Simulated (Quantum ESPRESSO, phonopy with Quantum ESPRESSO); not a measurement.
# ZnS (F-43m): a volume series of phonon spectra, part 6 of 9

Aim: how the vibrations of ZnS shift with volume, and the expansion that follows.

What experiment has found for this phase:
- bulk modulus 71.4 GPa near room temperature (given in “High-Throughput Prediction of Finite-Temperature Properties using the Quasi-Harmonic Approximation”, 2016, arXiv:1603.06924)

Quantum ESPRESSO 7.5; DFT LDA, scalar-relativistic, plane waves, GBRV ultrasoft pseudopotentials.

So far. Step 5 (Born charges and dielectric tensor): The Born charges sum to zero within 0.0037 e; the rest is removed before use. Acoustic frequencies in this log differ from zero by the error of the sum rule, which ph.x does not impose. Step 6 (Forces on a displaced cell, k-mesh 4×4×4): At this level the gap is 2.13 eV on the k-mesh of the self-consistent run, which can miss the band edges.

The database entry behind the starting cell differs from later determinations by our own check (about 0.1 % short), so it need not match the best structure at ambient conditions.

## (8) Lattice dynamics at this volume, k-mesh 8×8×8, supercell k mesh 4×4×4

This step: DFT LDA, scalar-relativistic, plane waves, GBRV ultrasoft pseudopotentials (phonopy with Quantum ESPRESSO 4.10.0 / 7.5).

It took 9.8 min on 8 threads of Arm Neoverse N1, shared host; 78 min of CPU time.

This step gave:

| Property | Result |
| --- | --- |
| point group | -43m |
| highest frequency | 349.6 cm⁻¹ |
| Debye temperature from the second moment | 458 K |
| lowest frequency on the path | 0 cm⁻¹ |
| zero-point energy | 0.08236 eV/cell |
| Γ frequencies | 0, 0, 0, 293.6, 293.6, 293.6 cm⁻¹ (negative: imaginary) |

Phonopy, LO-TO term from ph.x's tensors. The phonon branches at the labelled points (cm⁻¹):

| point | branch 1 | branch 2 | branch 3 | branch 4 | branch 5 | branch 6 |
| --- | --- | --- | --- | --- | --- | --- |
| Γ | 0 | 0 | 0 | 294 | 294 | 350 |
| halfway | 68 | 68 | 152 | 309 | 309 | 344 |
| X | 91 | 91 | 219 | 328 | 328 | 337 |
| halfway | 90 | 106 | 213 | 326 | 326 | 339 |
| U | 87 | 131 | 199 | 322 | 322 | 342 |
| jump to K | 87 | 131 | 199 | 322 | 322 | 342 |
| halfway | 58 | 99 | 148 | 303 | 313 | 343 |
| Γ | 0 | 0 | 0 | 294 | 294 | 350 |
| halfway | 51 | 51 | 145 | 301 | 301 | 348 |
| L | 70 | 70 | 201 | 308 | 308 | 349 |
| halfway | 83 | 121 | 191 | 315 | 317 | 344 |
| W | 106 | 132 | 192 | 316 | 330 | 340 |
| halfway | 99 | 110 | 208 | 321 | 329 | 339 |
| X | 91 | 91 | 219 | 328 | 328 | 337 |

The phonon branches as a text plot (rows in cm⁻¹):

```
    342 |********************************************************
    328 |         *********                            **********
    313 |     ****         ******              **************
    299 |*****                  ***************
    284 |
    269 |
    255 |
    240 |
    226 |            *
    211 |          ** ***                                    ****
    197 |         *      **                     ******* *****
    182 |       **         ***                 *       *
    168 |                     **             **
    153 |     **                *
    138 |                 ****              *           ***
    124 |    *           *    ** **                   **   **
    109 |              **                  *         *   ******
     95 |          *******      *                   *  **    ****
     80 |  **   ***       ****   ****    **       *****
     66 |     **              **             *******
     51 |    *                  ******      *
     36 | ***                      **   *  *
     22 | *                          *   **
      7 |*                            ***
         Γ           X  U|K            Γ         L        W     X
```

Harmonic. Thermo, by row:

| T (K) | F_vib (meV/atom) | S (J/mol-atom/K) | C_V (J/mol-atom/K) |
| --- | --- | --- | --- |
| 0 | 41.18 | 0 | 0 |
| 50 | 40.7 | 3.058 | 5.773 |
| 100 | 37.55 | 9.141 | 12.31 |
| 150 | 31.25 | 15.09 | 16.97 |
| 200 | 22.03 | 20.38 | 19.72 |
| 250 | 10.25 | 24.97 | 21.33 |
| 300 | -3.74 | 28.95 | 22.32 |
| 350 | -19.67 | 32.45 | 22.96 |
| 400 | -37.3 | 35.54 | 23.4 |
| 450 | -56.45 | 38.32 | 23.71 |
| 500 | -76.97 | 40.83 | 23.93 |
| 550 | -98.73 | 43.12 | 24.1 |
| 600 | -121.6 | 45.22 | 24.23 |
| 650 | -145.6 | 47.16 | 24.33 |
| 700 | -170.5 | 48.97 | 24.42 |
| 750 | -196.3 | 50.66 | 24.48 |
| 800 | -223 | 52.24 | 24.54 |
| 850 | -250.4 | 53.73 | 24.58 |
| 900 | -278.6 | 55.13 | 24.62 |
| 950 | -307.6 | 56.47 | 24.65 |
| 1000 | -337.1 | 57.73 | 24.68 |

The modes has structure finer than the step of the table below, so its rows give means over 20 cm⁻¹, whole bins alone (the curve runs from -10 to 370 cm⁻¹). Peaks (cm⁻¹: height): S 317.3: 0.0875, 343.6: 0.0876; Zn 88.0: 0.0314, 190.7: 0.0371, 315.0: 0.0193, 343.6: 0.0137.

Phonopy on the run's constants, 19x19x19 mesh, Gaussian sigma 2.7 cm⁻¹. The modes by wavenumber; means over each step; values in 1/cm⁻¹/cell:

| wavenumber (cm⁻¹) | S | Zn |
| --- | --- | --- |
| 0 | 1.7e-5 | 3.6e-5 |
| 20 | 3.1e-4 | 6.6e-4 |
| 40 | 0.00127 | 0.00292 |
| 60 | 0.00405 | 0.0108 |
| 80 | 0.00841 | 0.0276 |
| 100 | 0.00490 | 0.0189 |
| 120 | 0.00339 | 0.0137 |
| 140 | 0.00191 | 0.00786 |
| 160 | 1.0e-3 | 0.00465 |
| 180 | 0.00161 | 0.0171 |
| 200 | 7.7e-4 | 0.0168 |
| 220 | 2.4e-5 | 0.00142 |
| 240 | 0 | 0 |
| 260 | 0 | 0 |
| 280 | 5.6e-5 | 2.6e-5 |
| 300 | 0.0202 | 0.00762 |
| 320 | 0.0575 | 0.0130 |
| 340 | 0.0422 | 0.00654 |

No LO-TO term. The modes at Γ (shares of kinetic energy by element, %):

| mode | frequency (cm⁻¹) | symmetry | Zn % | S % |
| --- | --- | --- | --- | --- |
| 1 | 0.0 | T2 | 67 | 33 |
| 2 | 0.0 | T2 | 67 | 33 |
| 3 | 0.0 | T2 | 67 | 33 |
| 4 | 293.6 | T2 | 33 | 67 |
| 5 | 293.6 | T2 | 33 | 67 |
| 6 | 293.6 | T2 | 33 | 67 |

Displacements in mode 6 (293.6 cm⁻¹), the largest set to 1:
```
Zn1  0.00 -0.49 -0.15
S2   0.00  1.00  0.31
```

No mode is imaginary beyond numerical noise along the path.

The time given is that of the 2 pw.x runs on displaced cells behind this step.

## (9) Self-consistent run, V/V0 1.015

A tight ground state at this cell gives the energy of this member; its pressure is the stress at this cutoff, which can carry an offset from the finite basis.

This step: DFT LDA, scalar-relativistic, plane waves, GBRV ultrasoft pseudopotentials (Quantum ESPRESSO 7.5).

System of this step: ZnS. Symmetry: F-43m, No. 216, cubic system. Conventional cell: a = 5.319 Å, b = 5.319 Å, c = 5.319 Å, α = 90.00°, β = 90.00°, γ = 90.00°. Zn has 4 S at 2.30 Å nearest. S has 4 Zn at 2.30 Å nearest. Farther neighbours and most contacts between anions are not listed.

The input, scf.in:

```
 &control
    calculation='scf',
    prefix='x',
    outdir='./tmp',
    pseudo_dir='./pseudo',
    tprnfor=.true.,
    tstress=.true.,
 /
 &system
    ibrav=0,
    nat=2,
    ntyp=2,
    ecutwfc=45.0,
    ecutrho=270.0,
    occupations='fixed',
    nbnd=15,
 /
 &electrons
    conv_thr=1.0d-12,
    mixing_beta=0.7,
    electron_maxstep=100,
 /
ATOMIC_SPECIES
 Zn     65.3800  Zn.upf
 S      32.0600  S.upf
CELL_PARAMETERS angstrom
     0.000000000    2.659325187    2.659325187
     2.659325187    0.000000000    2.659325187
     2.659325187    2.659325187    0.000000000
ATOMIC_POSITIONS crystal
 Zn     0.250000000   0.250000000   0.250000000
 S      0.000000000   0.000000000   0.000000000
K_POINTS automatic
 12 12 12 0 0 0
```

Launch:

```
$ OMP_NUM_THREADS=1 mpirun -n 8 pw.x -nk 8 -in scf.in > scf.out
```

Log:

```text
[banner, memory and clock lines left out]
Program PWSCF v.7.5

     Message from routine setup:
     using ibrav=0 with symmetry is DISCOURAGED, use correct ibrav instead

     G-vector sticks info

     bravais-lattice index     =            0
     lattice parameter (alat)  =       7.1070  a.u.
     unit-cell volume          =     253.8288 (a.u.)^3
     number of atoms/cell      =            2
     number of atomic types    =            2
     number of electrons       =        26.00
[...]
atom    2 type  2   force =    -0.00000000    0.00000000    0.00000000

     Total force =     0.000000     Total SCF correction =     0.000000

     Computing stress (Cartesian axis) and pressure

          total   stress  (Ry/bohr**3)                   (kbar)     P=      -12.01
  -0.00008163   0.00000000   0.00000000          -12.01        0.00        0.00
   0.00000000  -0.00008163   0.00000000            0.00      -12.01        0.00
   0.00000000  -0.00000000  -0.00008163            0.00       -0.00      -12.01

     XML data file, charge density, pseudopotentials, collected wavefunctions
[key lines of the parts left out:]
!    total energy              =    -485.45121186 Ry
convergence has been achieved in  12 iterations
```

Run time: 7.7 s. Hardware: 8 MPI ranks; 61 s of CPU time.

At this level the gap is 2.06 eV on the k-mesh of the self-consistent run, which can miss the band edges.

## (10) Born charges and dielectric tensor

In a polar crystal the Born charges and ε∞ give the long-range dipole term that a finite supercell misses. They are those of this k-mesh and were not tested on a denser one; where the gap is small they converge slowly, and the LO modes with them.

The input, ph.in:

```
phonons
 &inputph
    prefix='x',
    outdir='./tmp',
    fildyn='x.dyn',
    tr2_ph=1.0d-18,
    epsil=.true.,
 /
0.000000000 0.000000000 0.000000000
```

scf.in is that of step 9.

Launch:

```
$ OMP_NUM_THREADS=1 mpirun -n 8 ph.x -nk 8 -in ph.in > ph.out
```

Log:

```text
[banner, memory and clock lines left out]
Program PHONON v.7.5

     ./tmp/x.save/

     IMPORTANT: XC functional enforced from input :
     Exchange-correlation= PZ
                           (   1   1   0   0   0   0   0)
     Any further DFT definition will be discarded
     Please, verify this is what you really want

     G-vector sticks info

     Reading collected, re-writing distributed wavefunctions in ./tmp/

     Number and degeneracy of irreps per q-point
       N         xq(1)         xq(2)         xq(3)   N irreps
[...]
freq (    1) =      -0.174329 [THz] =      -5.814999 [cm-1]
     freq (    2) =      -0.174329 [THz] =      -5.814999 [cm-1]
     freq (    3) =      -0.174329 [THz] =      -5.814999 [cm-1]
     freq (    4) =       8.571874 [THz] =     285.926924 [cm-1]
     freq (    5) =       8.571874 [THz] =     285.926924 [cm-1]
     freq (    6) =       8.571874 [THz] =     285.926924 [cm-1]
 **************************************************************************

     Mode symmetry, T_d (-43m)  point group:

     freq (   1-   3) =         -5.8  [cm-1]   --> T_2  G_15 P_4   I+R
     freq (   4-   6) =        285.9  [cm-1]   --> T_2  G_15 P_4   I+R
```

The job ended after 3 min (8 MPI ranks; 24 min of CPU time).

The Born charges sum to zero within 0.0037 e; the rest is removed before use. Acoustic frequencies in this log differ from zero by the error of the sum rule, which ph.x does not impose.

## (11) Forces on a displaced cell, k-mesh 4×4×4 (run 2)

One atom (for the harmonic constants) or a pair of atoms (for the cubic ones) is moved by a few hundredths of an ångström; the forces on all atoms give a column of force constants. The threshold is tight because the forces are small.

System of this step: ZnS. Symmetry: Cm, No. 8, monoclinic system. Conventional cell: a = 13.028 Å, b = 7.522 Å, c = 7.522 Å, α = 90.00°, β = 125.26°, γ = 90.00°. Zn has 4 S at 2.29 to 2.32 Å nearest. Nearest to Zn lie 4 S at 2.30 Å. Zn has 4 S at 2.30 Å nearest. Nearest to Zn lie 4 S at 2.30 Å. Farther neighbours and most contacts between anions are not listed.

The input, disp-00001.in:

```
 &control
    calculation='scf',
    prefix='x',
    outdir='./tmp',
    pseudo_dir='./pseudo',
    tprnfor=.true.,
    disk_io='none',
 /
 &system
    ibrav=0,
    nat=16,
    ntyp=2,
    ecutwfc=45.0,
    ecutrho=270.0,
    occupations='fixed',
    nbnd=106,
 /
 &electrons
    conv_thr=1.0d-11,
    mixing_beta=0.7,
    electron_maxstep=100,
 /
ATOMIC_SPECIES
 Zn     65.3800  Zn.upf
 S      32.0600  S.upf
CELL_PARAMETERS angstrom
     0.000000000    5.318650374    5.318650374
     5.318650374    0.000000000    5.318650374
     5.318650374    5.318650374    0.000000000
ATOMIC_POSITIONS crystal
 Zn     0.127658971   0.125000000   0.125000000
 Zn     0.625000000   0.125000000   0.125000000
 Zn     0.125000000   0.625000000   0.125000000
 Zn     0.625000000   0.625000000   0.125000000
 Zn     0.125000000   0.125000000   0.625000000
 Zn     0.625000000   0.125000000   0.625000000
 Zn     0.125000000   0.625000000   0.625000000
 Zn     0.625000000   0.625000000   0.625000000
 S      0.000000000   0.000000000   0.000000000
 S      0.500000000   0.000000000   0.000000000
 S      0.000000000   0.500000000   0.000000000
 S      0.500000000   0.500000000   0.000000000
 S      0.000000000   0.000000000   0.500000000
 S      0.500000000   0.000000000   0.500000000
 S      0.000000000   0.500000000   0.500000000
 S      0.500000000   0.500000000   0.500000000
K_POINTS automatic
 4 4 4 0 0 0
```

Launch:

```
$ OMP_NUM_THREADS=1 mpirun -n 4 pw.x -nk 4 -in disp-00001.in > disp-00001.out
```

Log:

```text
[banner, memory and clock lines left out]
Program PWSCF v.7.5

     Message from routine setup:
     using ibrav=0 with symmetry is DISCOURAGED, use correct ibrav instead

     G-vector sticks info

     bravais-lattice index     =            0
     lattice parameter (alat)  =      14.2140  a.u.
     unit-cell volume          =    2030.6306 (a.u.)^3
     number of atoms/cell      =           16
     number of atomic types    =            2
     number of electrons       =       208.00
[...]
atom    1 type  1   force =     0.00020218   -0.00414329   -0.00414329
     atom    2 type  1   force =    -0.00000075    0.00065987    0.00065987
     atom    3 type  1   force =     0.00034084   -0.00037977    0.00031769
[...]
atom   15 type  2   force =    -0.00003091    0.00000081    0.00000081
     atom   16 type  2   force =     0.00003322    0.00000049    0.00000049

     Total force =     0.007330     Total SCF correction =     0.000011
     Message from routine punch:
     Nothing written, as per user request (disk_io='none')
[key lines of the parts left out:]
!    total energy              =   -3883.60931223 Ry
convergence has been achieved in  13 iterations
```

It took 9.3 min on 4 MPI ranks.

## (12) Phonons, k-mesh 8×8×8, supercell k mesh 4×4×4

This step: DFT LDA, scalar-relativistic, plane waves, GBRV ultrasoft pseudopotentials (phonopy with Quantum ESPRESSO 4.10.0 / 7.5).

It took 9.4 min on 8 threads.

No mode is imaginary beyond numerical noise along the path. The highest zone-centre mode (no LO–TO term) moved by -2.6 % for a volume change of +1.5 %.

The time given is that of the 2 pw.x runs on displaced cells behind this step.

## (13) Self-consistent run, V/V0 0.985

A tight ground state at this cell gives the energy of this member; its pressure is the stress at this cutoff, which can carry an offset from the finite basis.

This step: DFT LDA, scalar-relativistic, plane waves, GBRV ultrasoft pseudopotentials (Quantum ESPRESSO 7.5).

System of this step: ZnS. The structure is cubic, space group F-43m (No. 216). The conventional cell has a = 5.266 Å, b = 5.266 Å, c = 5.266 Å, α = 90.00°, β = 90.00°, γ = 90.00°. Nearest to Zn lie 4 S at 2.28 Å. Nearest to S lie 4 Zn at 2.28 Å. Farther neighbours and most contacts between anions are not listed.

Changes to scf.in since step 10:

```diff
@@ -26,5 +26,5 @@
 CELL_PARAMETERS angstrom
-     0.000000000    2.659325187    2.659325187
-     2.659325187    0.000000000    2.659325187
-     2.659325187    2.659325187    0.000000000
+     0.000000000    2.632862484    2.632862484
+     2.632862484    0.000000000    2.632862484
+     2.632862484    2.632862484    0.000000000
 ATOMIC_POSITIONS crystal
```

Launch:

```
$ OMP_NUM_THREADS=1 mpirun -n 8 pw.x -nk 8 -in scf.in > scf.out
```

Log:

```text
[banner, memory and clock lines left out]
Program PWSCF v.7.5

     Message from routine setup:
     using ibrav=0 with symmetry is DISCOURAGED, use correct ibrav instead

     G-vector sticks info

     bravais-lattice index     =            0
     lattice parameter (alat)  =       7.0363  a.u.
     unit-cell volume          =     246.3265 (a.u.)^3
     number of atoms/cell      =            2
     number of atomic types    =            2
     number of electrons       =        26.00
[...]
atom    2 type  2   force =     0.00000000    0.00000000    0.00000000

     Total force =     0.000000     Total SCF correction =     0.000000

     Computing stress (Cartesian axis) and pressure

          total   stress  (Ry/bohr**3)                   (kbar)     P=       14.37
   0.00009766  -0.00000000  -0.00000000           14.37       -0.00       -0.00
  -0.00000000   0.00009766   0.00000000           -0.00       14.37        0.00
  -0.00000000   0.00000000   0.00009766           -0.00        0.00       14.37

     XML data file, charge density, pseudopotentials, collected wavefunctions
[key lines of the parts left out:]
!    total energy              =    -485.45098740 Ry
convergence has been achieved in  11 iterations
```

Elapsed: 7.9 s, on 8 MPI ranks; 62 s of CPU time.

The run ends at a pressure of 1.44 GPa.

## (14) Born charges and dielectric tensor

In a polar crystal the Born charges and ε∞ give the long-range dipole term that a finite supercell misses. They are those of this k-mesh and were not tested on a denser one; where the gap is small they converge slowly, and the LO modes with them.

ph.in is that of step 10.

scf.in is that of step 13.

Launch:

```
$ OMP_NUM_THREADS=1 mpirun -n 8 ph.x -nk 8 -in ph.in > ph.out
```

Log:

```text
[banner, memory and clock lines left out]
Program PHONON v.7.5

     ./tmp/x.save/

     IMPORTANT: XC functional enforced from input :
     Exchange-correlation= PZ
                           (   1   1   0   0   0   0   0)
     Any further DFT definition will be discarded
     Please, verify this is what you really want

     G-vector sticks info

     Reading collected, re-writing distributed wavefunctions in ./tmp/

     Number and degeneracy of irreps per q-point
       N         xq(1)         xq(2)         xq(3)   N irreps
[...]
freq (    1) =      -0.295479 [THz] =      -9.856108 [cm-1]
     freq (    2) =      -0.295479 [THz] =      -9.856108 [cm-1]
     freq (    3) =      -0.295479 [THz] =      -9.856108 [cm-1]
     freq (    4) =       9.026199 [THz] =     301.081580 [cm-1]
     freq (    5) =       9.026199 [THz] =     301.081580 [cm-1]
     freq (    6) =       9.026199 [THz] =     301.081580 [cm-1]
 **************************************************************************

     Mode symmetry, T_d (-43m)  point group:

     freq (   1-   3) =         -9.9  [cm-1]   --> T_2  G_15 P_4   I+R
     freq (   4-   6) =        301.1  [cm-1]   --> T_2  G_15 P_4   I+R
```

Wall time 3 min (8 MPI ranks).

ε∞:

```
6.19 0.00 0.00
0.00 6.19 0.00
0.00 0.00 6.19
```

The Born charges sum to zero within 0.0037 e; the rest is removed before use. Acoustic frequencies in this log differ from zero by the error of the sum rule, which ph.x does not impose.

## (15) Forces on a displaced cell, k-mesh 4×4×4 (run 3)

One atom (for the harmonic constants) or a pair of atoms (for the cubic ones) is moved by a few hundredths of an ångström; the forces on all atoms give a column of force constants. The threshold is tight because the forces are small.

System of this step: ZnS. Symmetry: Cm, No. 8, monoclinic system. Conventional cell: a = 12.898 Å, b = 7.447 Å, c = 7.447 Å, α = 90.00°, β = 125.26°, γ = 90.00°. Nearest to Zn lie 4 S at 2.26 to 2.30 Å. Zn has 4 S at 2.28 Å nearest. Nearest to Zn lie 4 S at 2.28 Å. Nearest to Zn lie 4 S at 2.28 Å. Farther neighbours and most contacts between anions are not listed.

Changes to disp-00001.in since step 11:

```diff
@@ -26,7 +26,7 @@
 CELL_PARAMETERS angstrom
-     0.000000000    5.318650374    5.318650374
-     5.318650374    0.000000000    5.318650374
-     5.318650374    5.318650374    0.000000000
+     0.000000000    5.265724968    5.265724968
+     5.265724968    0.000000000    5.265724968
+     5.265724968    5.265724968    0.000000000
 ATOMIC_POSITIONS crystal
- Zn     0.127658971   0.125000000   0.125000000
+ Zn     0.127685696   0.125000000   0.125000000
  Zn     0.625000000   0.125000000   0.125000000
```

Launch:

```
$ OMP_NUM_THREADS=1 mpirun -n 4 pw.x -nk 4 -in disp-00001.in > disp-00001.out
```

Log:

```text
[banner, memory and clock lines left out]
Program PWSCF v.7.5

     Message from routine setup:
     using ibrav=0 with symmetry is DISCOURAGED, use correct ibrav instead

     G-vector sticks info

     bravais-lattice index     =            0
     lattice parameter (alat)  =      14.0725  a.u.
     unit-cell volume          =    1970.6120 (a.u.)^3
     number of atoms/cell      =           16
     number of atomic types    =            2
     number of electrons       =       208.00
[...]
atom    1 type  1   force =     0.00023288   -0.00456205   -0.00456205
     atom    2 type  1   force =    -0.00000360    0.00066804    0.00066804
     atom    3 type  1   force =     0.00034335   -0.00037619    0.00032261
[...]
atom   15 type  2   force =    -0.00003410   -0.00000006   -0.00000006
     atom   16 type  2   force =     0.00003505   -0.00000041   -0.00000041

     Total force =     0.008149     Total SCF correction =     0.000007
     Message from routine punch:
     Nothing written, as per user request (disk_io='none')
[key lines of the parts left out:]
!    total energy              =   -3883.60752548 Ry
convergence has been achieved in  14 iterations
```

The job ended after 9.7 min (4 MPI ranks).

[end of part 6 of 9]

[Logs are printed without paths, hosts, clocks, repeated set-up lines and the standing remarks that a program may print on its own settings, such as how far it seeks lower states.]

[Hosts, paths, dates, database ids (printed as entryN), source tags and the programs' standing remarks are cut or masked in the printed files.]

[A step with changed settings may run another functional than the one named; its input shows which.]

[Of the runs on displaced cells, only some may be shown.]
